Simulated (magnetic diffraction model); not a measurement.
# Magnetic neutron pattern of CeReC4

Space group Pbam (no. 55), a = 6.2050 Å, b = 12.2370 Å, c = 3.8760 Å.

| site | atom | x | y | z |
| --- | --- | --- | --- | --- |
| 4g | Re | 0.3771 | 0.9155 | 0 |
| 4g | Ce | 0.3730 | 0.6526 | 0 |
| 4h | C | 0.2856 | 0.3158 | 1/2 |
| 4h | C | 0.5155 | 0.8128 | 1/2 |
| 4h | C | 0.3650 | 0.4659 | 1/2 |
| 4h | C | 0.3952 | 0.0498 | 1/2 |

This is a made-up structure (elements placed in a structure type, unrelaxed), so the numbers test the method and describe no known phase.

Only Ce is taken to order (form factors of Ce3+); orders and moment sizes are assumed, and not adapted to the symmetry. Radiation: neutrons of λ = 2.36 Å, 5° to 60°; isotropic B of 0.33 Å² (Re), 0.43 Å² (Ce) and 0.88 Å² (C). The intensities are simulated: I ∝ L Σ (|F_N|² + |F_M⊥|²) for unpolarised neutrons, with F_M = 2.695 fm/μB × Σ f(s) S exp(2πi Q·r) exp(−B s²) at Q = H ± k (one set where k and −k are equivalent), only the part normal to Q counting and L = 1/(sin²θ cos θ). For collinear order S is the moment m, which repeats by lattice and centring translations R with the sign exp(−2πi k·R). Form factors are spin-only for 3d ions and dipole or tabulated for f ions, scattering lengths are Sears's of 1992, and absorption is left out. A label names one of the reflections at its angle. The strongest nuclear line in the range is 100, and lines under 0.2 are left out.

Assume the order k = (0 1/2 1/2), collinear moments along [001], 1.47 μB on Ce; signs + at (0.3730, 0.6526, 0), − at (0.6270, 0.3474, 0), + at (0.8730, 0.8474, 0), − at (0.1270, 0.1526, 0).

Q: Where does magnetic intensity appear, and how strong is it?

```csv
2θ (°),index,nuclear,magnetic
18.38,(0 1/2 1/2),0.0,1.1
22.24,(0 2 0),15.9,0.0
24.24,(0 3/2 1/2),0.0,1.3
24.62,(1 1 0),41.2,0.0
28.75,(1 1/2 1/2),0.0,0.6
31.43,(1 2 0),25.3,0.0
32.91,(1 -3/2 1/2),0.0,3.6
35.45,(0 0 1),38.3,0.0
40.08,(1 5/2 1/2),0.0,4.3
40.51,(1 3 0),1.5,0.0
43.46,(0 7/2 1/2),0.0,0.5
43.64,(1 1 1),0.9,0.0
44.71,(2 0 0),0.4,0.0
45.38,(0 4 0),1.3,0.0
46.20,(2 1 0),0.7,0.0
48.09,(1 2 1),1.4,0.0
48.72,(2 1/2 1/2),0.0,2.8
49.19,(1 -7/2 1/2),0.0,2.1
50.94,(1 4 0),0.9,0.0
51.50,(2 3/2 1/2),0.0,1.0
54.76,(0 9/2 1/2),0.0,1.0
54.91,(1 3 1),30.9,0.0
57.09,(2 3 0),1.9,0.0
58.31,(2 0 1),0.3,0.0
58.86,(0 4 1),42.2,0.0
59.55,(2 1 1),100.0,0.0
59.69,(1 9/2 1/2),0.0,0.3
```

The strongest magnetic line in the range is (1 5/2 1/2) at 40.08° (4.3). On top of the Lorentz factor, which all lines share, magnetic lines fade with angle because f falls: for Ce3+ it is 0.96, 0.86, 0.71 and 0.43 at sin θ/λ = 0.1, 0.2, 0.3 and 0.5 Å⁻¹, while nuclear lengths stay constant. The order has no net moment.

[Logs are printed without paths, hosts, clocks, repeated set-up lines and the standing remarks that a program may print on its own settings, such as how far it seeks lower states.]
